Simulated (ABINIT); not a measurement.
BAs (F-43m): refractive index against wavelength

The refractive index of BAs (F-43m) below the direct gap (3.26 eV on the mesh) is read from one computed spectrum, n = √(Re ε).

The structure is cubic, space group F-43m (No. 216). Conventional cell: a = 4.777 Å, b = 4.777 Å, c = 4.777 Å, α = 90.00°, β = 90.00°, γ = 90.00°. Around As on site c lie 4 B at 2.07 Å. B on site a is surrounded by 4 As at 2.07 Å.

Method: ABINIT 10.8.3, LDA, independent particles, k-mesh 12×12×12, Lorentzian half width 0.04 eV.

Launch of the response step: `optic optic.abi`. The run took 38 s, its band step included, on 4 threads of Intel(R) Xeon(R) Processor @ 2.70GHz, with other jobs on the host.

```
wavelength (nm)  photon energy E (eV)       n
           1550                 0.800  3.2164
           1310                 0.946  3.2299
           1064                 1.165  3.2551
            850                 1.459  3.2992
            700                 1.771  3.3614
            633                 1.959  3.4080
            532                 2.331       ?
```

In the single-oscillator model n² − 1 = E₀E_d/(E₀² − E²), so 1/(n² − 1) = E₀/E_d − E²/(E₀E_d) is linear in E².

Working, on the rows shown:

| x = E² (eV²) | y = 1/(n² − 1) |
| --- | --- |
| 0.639837 | 0.107006 |
| 0.895757 | 0.106019 |
| 1.35784 | 0.104214 |
| 2.12762 | 0.101166 |
| 3.13716 | 0.0970967 |
| 3.83641 | 0.0942111 |

Means: x̄ = 1.9991, ȳ = 0.10162. Σ(x − x̄)(y − ȳ) = -0.03266, Σ(x − x̄)² = 8.164. Slope = -0.03266 / 8.164 = -0.004; intercept = ȳ − slope · x̄ = 0.10962. Turned back into n, the line misses the rows shown by at most 0.00096.

Fill in the last column of the withheld row.

At x = 5.4314 the line gives y = 0.087889, that is 3.5182. The run gave 3.5280, so the extrapolation is off by 0.0098, 3 % of the range in the table.

Refitted with all rows, the slope is -0.004085 and the intercept 0.10975. These give E₀ = √(intercept/−slope) = 5.18 eV and E_d = E₀/intercept = 47.2 eV; E₀ is 1.6 times the direct gap. The electronic limit at long wavelengths, without lattice vibrations, is n = √(1 + 1/intercept) = 3.180. Excitons are left out and so are local fields; LDA gaps are as a rule too small. The values come from a sum over the points of one k-mesh and carry its error, which grows as the direct gap shrinks. Spin-orbit coupling is left out.

[Logs are printed without paths, hosts, clocks, repeated set-up lines and the standing remarks that a program may print on its own settings, such as how far it seeks lower states.]
